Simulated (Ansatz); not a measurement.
# LiMgInN2: complex band structure

A new crystal, LiMgInN2: structure, gap and complex bands. It is built by putting In for B in the LiMgBN2 structure of space group I-4m2, with the volume rescaled by atomic radii. The parent structure comes from the Materials Project.

Calculated with Ansatz 0.2.0; PBE DFT, plane waves, PAW files, in the first sound run; inputs show where later runs differ.

Report form: the programs' logs are mostly left out.

The structure was built from a prototype and need not be the compound's stable phase.

**1. The structure**

The structure is tetragonal, space group I-4m2 (No. 119). Conventional cell: a = 4.082 Å, b = 4.082 Å, c = 9.499 Å, α = 90.00°, β = 90.00°, γ = 90.00°. Nearest to Li lie 4 N at 2.25 Å. Mg has 4 N at 2.25 Å nearest. Nearest to In lie 2 N at 1.44 Å. Nearest to N lie 1 In at 1.44 Å and 2 Li at 2.25 Å and 2 Mg at 2.25 Å. It derives from LiMgBN2. In for B in the LiMgBN2 structure of space group I-4m2. Farther neighbours and most contacts between anions are not listed.

Structure file:

```cif
data_structure
_symmetry_space_group_name_H-M 'P 1'
_symmetry_Int_Tables_number 1
_cell_length_a 5.5581
_cell_length_b 5.5581
_cell_length_c 5.5581
_cell_angle_alpha 136.908
_cell_angle_beta 136.908
_cell_angle_gamma 62.580
_cell_volume 79.16
loop_
_atom_site_label
_atom_site_type_symbol
_atom_site_fract_x
_atom_site_fract_y
_atom_site_fract_z
_atom_site_occupancy
Li1 Li 0.25000 0.75000 0.50000 1
Mg2 Mg 0.75000 0.25000 0.50000 1
In3 In 0.50000 0.50000 0.00000 1
N4 N 0.65126 0.65126 0.00000 1
N5 N 0.34874 0.34874 0.00000 1
```

**2. Cell and atoms at rest**

The substituted atoms don't fit the parent's cell, so cell and atoms relax together. A small smearing keeps the run stable in case the gap closes on the way.

The input, input.yaml:

```yaml
crystal:
  lattice:
    - [-2.0412165425, 2.0412165425, 4.7496463306]
    - [2.0412165425, -2.0412165425, 4.7496463306]
    - [2.0412165425, 2.0412165425, -4.7496463306]
  atoms:
    - { symbol: Li, position: [0.25, 0.75, 0.5] }
    - { symbol: Mg, position: [0.75, 0.25, 0.5] }
    - { symbol: In, position: [0.5, 0.5, 0.0] }
    - { symbol: "N", position: [0.6512635, 0.6512635, 0.0] }
    - { symbol: "N", position: [0.3487365, 0.3487365, 0.0] }
kpoints:
  mp_grid: { grid: [8, 8, 8] }
scf:
  occupations: { method: gaussian, width: 0.03 }
hamiltonian:
  xc: pbe
output:
  forces: true
  stress: true
relax:
  f_tol: 0.02
  max_steps: 60
  cell: {}
```

Started as:

```sh
$ ansatz run input.yaml --threads 2 --pin off --max-ram 4096MiB --backend cpu --events-out ev --progress --plain --runs-dir out
```

The job ended after 70 s (2 threads of Arm Neoverse V1, shared host; peak memory 0.44 GiB).

Relaxation path:

```
step  energy less that of the first step (eV)  largest force component (eV/Å)  pressure (GPa)  volume (Å³)
   1                                   0.0000                         46.2263           84.90        79.16
   2                                 -13.1445                         11.1254           23.08        81.72
   3                                 -14.8804                          5.5054           11.54        83.02
   4                                 -15.7253                          1.5732            4.72        82.52
   5                                 -15.8596                          0.4443            1.22        83.62
   6                                 -15.8696                          0.0742            0.28        83.89
   7                                 -15.8693                          0.0169            0.01        84.12
  8*                                 -15.9268                          0.0167            0.51        84.12
   9                                 -15.9314                          0.0085            0.10        84.31
  10                                 -15.9321                          0.0017            0.00        84.27
 11*                                 -15.9322                          0.0017            0.00        84.27
```

Relaxation steps marked * repeat the geometry before them on a plane-wave basis chosen anew for their cell, so energy and pressure can jump there.

The run keeps the 8 symmetry operations that it works with, so distortions that break them were not tested.

```
     cell as run  before   after   change
           a (Å)   5.558   6.295  +13.3 %
           b (Å)   5.558   6.295  +13.3 %
           c (Å)   5.558   6.295  +13.3 %
           α (°)  136.91  144.36   +5.4 %
           β (°)  136.91  144.36   +5.4 %
           γ (°)   62.58   51.30  -18.0 %
volume (Å³/atom)   15.83   16.85   +6.5 %
```

The atoms that moved most (Å, as changes of fractional coordinates times the final cell):

```
atom     dx     dy      dz  length
  N5  0.000  0.000  -0.254   0.254
  N4  0.000  0.000   0.254   0.254
```

Final coordinates:

```xyz
5
Lattice="-1.9267 1.9267 5.6749 1.9267 -1.9267 5.6749 1.9267 1.9267 -5.6749" Properties=species:S:1:pos:R:3 pbc="T T T"
Li    1.9267    0.0000    2.8374
Mg    0.0000    1.9267    2.8374
In    0.0000    0.0000    5.6749
N     0.0000    0.0000    7.6456
N     0.0000    0.0000    3.7042
```

Numbers from this step:

| Item | Value |
| --- | --- |
| free energy | -8495.2765 eV |
| Fermi energy | 5.247 eV |
| pressure | -0.004700 GPa |

The largest force component on a free atom ends at 0.0017 eV/Å.

**3. The bulk crystal and its band edges**

The energy window and the wavevectors of the next steps follow from the band edges, so these are searched first, off the mesh as well.

The input, input.yaml:

```yaml
crystal:
  lattice:
    - [-1.9267080467, 1.9267080467, 5.6748892852]
    - [1.9267080467, -1.9267080467, 5.6748892852]
    - [1.9267080467, 1.9267080467, -5.6748892852]
  atoms:
    - { symbol: Li, position: [0.25, 0.75, 0.5] }
    - { symbol: Mg, position: [0.75, 0.25, 0.5] }
    - { symbol: In, position: [0.5, 0.5, 0.0] }
    - { symbol: "N", position: [0.6736352466, 0.6736352466, 0.0] }
    - { symbol: "N", position: [0.3263647534, 0.3263647534, 0.0] }
kpoints:
  mp_grid: { grid: [8, 8, 8] }
  band_path: { path: [VBM, CBM], npoints: 30 }
scf:
  occupations: { method: fixed }
hamiltonian:
  xc: pbe
output:
  eigenvalues: true
  write_potential: true
  write_density: true
  volumetric_format: npy
```

Run time: 12 s. Hardware: 2 threads; peak memory 0.4 GiB.

This step gave:

```
free energy         : -8495.2766 eV
Fermi energy        : 4.832 eV
gap on the k-mesh   : 0.8301 eV
gap on path         : 0.8301 eV, by band count; negative where bands overlap
direct gap on path  : 1.418 eV
edge places on path : 0, 2.371 1/A along the path
```

Electronic bands along the path, in eV, zero at the Fermi level (highest filled level under fixed occupations); v1 is the highest filled band, c1 the lowest empty one:

```
  point     v4     v3     v2     v1    c1    c2    c3    c4
    VBM  -1.87  -1.87   0.00   0.00  2.53  3.66  5.27  6.16
halfway  -2.28  -2.12  -1.19  -0.94  2.75  2.76  3.92  4.11
    CBM  -1.47  -1.47  -0.59  -0.59  0.83  4.76  6.28  6.28
```

The searched edges give 0.830 eV, as on the mesh.

**4. Complex bands, plane (001), k-mesh 6×6×6**

This step: PBE DFT, plane waves, PAW files; complex bands by layer matching along the plane's normal (Ansatz 0.2.0).

The same crystal is laid in a cell whose first two vectors span the (001) plane (indices of the standard conventional cell, whose axes can be ordered otherwise than in the bulk input). At fixed energy and wavevector in the plane the solver finds all kz, real and complex. A few wavevectors are listed, (0, 0) and (0.5, 0) in units of the plane's reciprocal vectors; the slowest state needn't be among them.

The input, input.yaml:

```yaml
crystal:
  lattice:
    - [3.853416093, 0.0, 0.0]
    - [0.0, 3.853416093, 0.0]
    - [1.926708047, 1.926708047, 5.674889285]
  atoms:
    - { symbol: Li, position: [0.25, 0.75, 0.5] }
    - { symbol: Mg, position: [0.75, 0.25, 0.5] }
    - { symbol: In, position: [0.5, 0.5, 0.0] }
    - { symbol: "N", position: [0.3263647534, 0.3263647534, 0.3472704932] }
    - { symbol: "N", position: [0.6736352466, 0.6736352466, 0.6527295068] }
kpoints:
  mp_grid: { grid: [6, 6, 6] }
scf:
  occupations: { method: fixed }
hamiltonian:
  xc: pbe
output:
  eigenvalues: true
  transmission:
    leads: [[0, 0]]
    kpoints: [[0.0, 0.0], [0.5, 0.0]]
    e_range: [-1.0, 1.83]
    de: 0.07
```

Elapsed: 15 s, on 2 threads; peak memory 0.4 GiB; 21 s of CPU time.

Numbers from this step:

```yaml
free_energy: -8495.2760 eV
gap_on_the_k_mesh: 0.8299 eV
level_to_which_the_leads_are_filled: 0.4149 eV from the Fermi level
decay_constant_at_the_filling_level_zone_centre: 0.2027 Å⁻¹
decay_constant_at_the_filling_level_slowest_listed_point: 0.2027 Å⁻¹
```

K parallel (0, 0); values up to 1.5 1/Å, a degenerate pair printed once or twice; energies at which all values exceed this have no row. Im kz of the slowest decaying states against energy, zero at the highest filled level on the SCF mesh:

```
energy (eV)  decay 1 (Å⁻¹)  decay 2 (Å⁻¹)  decay 3 (Å⁻¹)  decay 4 (Å⁻¹)
      -1.00          0.183          0.183          0.301          0.795
      -0.79          0.152          0.152          0.307          0.799
      -0.58          0.306          0.805              -              -
      -0.37          0.297          0.812              -              -
      -0.23          0.288          0.818              -              -
      -0.02          0.268          0.828           1.50              -
       0.19          0.214          0.240          0.840           1.48
       0.40          0.203          0.298          0.853           1.45
       0.61          0.149          0.355          0.868           1.43
       0.82         0.0317          0.398          0.886           1.40
       1.03          0.433          0.907           1.37              -
       1.17          0.452          0.923           1.35              -
       1.38          0.477          0.954           1.31           1.49
       1.59          0.497          0.996           1.27           1.47
       1.80          0.514           1.06           1.22           1.45
```

K parallel (0, 0). Re kz of states that move upwards against energy, zero at the highest filled level on the SCF mesh:

```
energy (eV)  channel 1 (Å⁻¹)  channel 2 (Å⁻¹)
      -1.00                -                -
      -0.93                -                -
      -0.86                -                -
      -0.79                -                -
      -0.72                -                -
      -0.65                -                -
      -0.58           0.0365           0.0365
      -0.44            0.164            0.164
      -0.37            0.208            0.208
      -0.30            0.250            0.250
      -0.23            0.294            0.294
      -0.16            0.342            0.342
      -0.09            0.398            0.398
      -0.02            0.483            0.483
       0.05                -                -
       0.12                -                -
       0.19                -                -
       0.26                -                -
       0.33                -                -
       0.47                -                -
       0.54                -                -
       0.61                -                -
       0.68                -                -
       0.75                -                -
       0.82                -                -
       0.89           0.0805                -
       0.96            0.119                -
       1.03            0.149                -
       1.10            0.174                -
       1.17            0.196                -
       1.24            0.217                -
       1.38            0.255                -
       1.45            0.272                -
       1.52            0.289                -
       1.59            0.305                -
       1.66            0.321                -
       1.73            0.336                -
       1.80            0.352                -
```

K parallel (0.5, 0); values up to 1.5 1/Å, a degenerate pair printed once or twice; energies at which all values exceed this have no row. Table of Im kz of the slowest decaying states by energy, zero at the highest filled level on the SCF mesh:

```
energy (eV)  decay 1 (Å⁻¹)  decay 2 (Å⁻¹)  decay 3 (Å⁻¹)
      -1.00          0.764           1.21              -
      -0.93          0.773           1.21              -
      -0.86          0.770           1.20              -
      -0.79         0.0756          0.756           1.20
      -0.72          0.108          0.726           1.19
      -0.65          0.132          0.660           1.18
      -0.58          0.151          0.560           1.18
      -0.44          0.182          0.768           1.16
      -0.37          0.194          0.803           1.16
      -0.30          0.205          0.829           1.15
      -0.23          0.215          0.849           1.15
      -0.16          0.223          0.865           1.14
      -0.09          0.231          0.878           1.13
      -0.02          0.238          0.889           1.13
       0.05          0.244          0.899           1.12
       0.12          0.250          0.908           1.11
       0.19          0.255          0.915           1.10
       0.26          0.259          0.921           1.10
       0.33          0.263          0.926           1.09
       0.47          0.269          0.935           1.08
       0.54          0.271          0.939           1.07
       0.61          0.272          0.942           1.06
       0.68          0.273          0.944           1.05
       0.75          0.273          0.947           1.04
       0.82          0.272          0.948           1.04
       0.89          0.271          0.950           1.03
       0.96          0.268          0.951           1.02
       1.03          0.265          0.952           1.01
       1.10          0.260          0.952           1.00
       1.17          0.254          0.953          0.995
       1.24          0.247          0.953          0.986
       1.38          0.223          0.952          0.968
       1.45          0.205          0.952          0.958
       1.52          0.179          0.948          0.951
       1.59          0.133          0.938          0.950
       1.66          0.928          0.949              -
       1.73         0.0436          0.917          0.947
       1.80          0.161          0.906          0.946
```

At the listed wavevectors the last open channel is at -0.02 eV and the next at +0.89 eV on the grid. At +0.40 eV, the grid energy nearest the filling level (the middle of the gap on the SCF mesh), the slowest state at the listed wavevectors decays with κ = 0.203 Å⁻¹, its amplitude falling by e over 4.9 Å. Through 1 nm of this crystal that state's transmission falls by exp(−2 × 0.203 Å⁻¹ × 10 Å) = 0.017.

(Part 1 of 2 ends here.)

[Logs are printed without paths, hosts, clocks, repeated set-up lines and the standing remarks that a program may print on its own settings, such as how far it seeks lower states.]

[Hosts, paths, dates, database ids (printed as entryN), source tags and the programs' standing remarks are cut or masked in the printed files.]
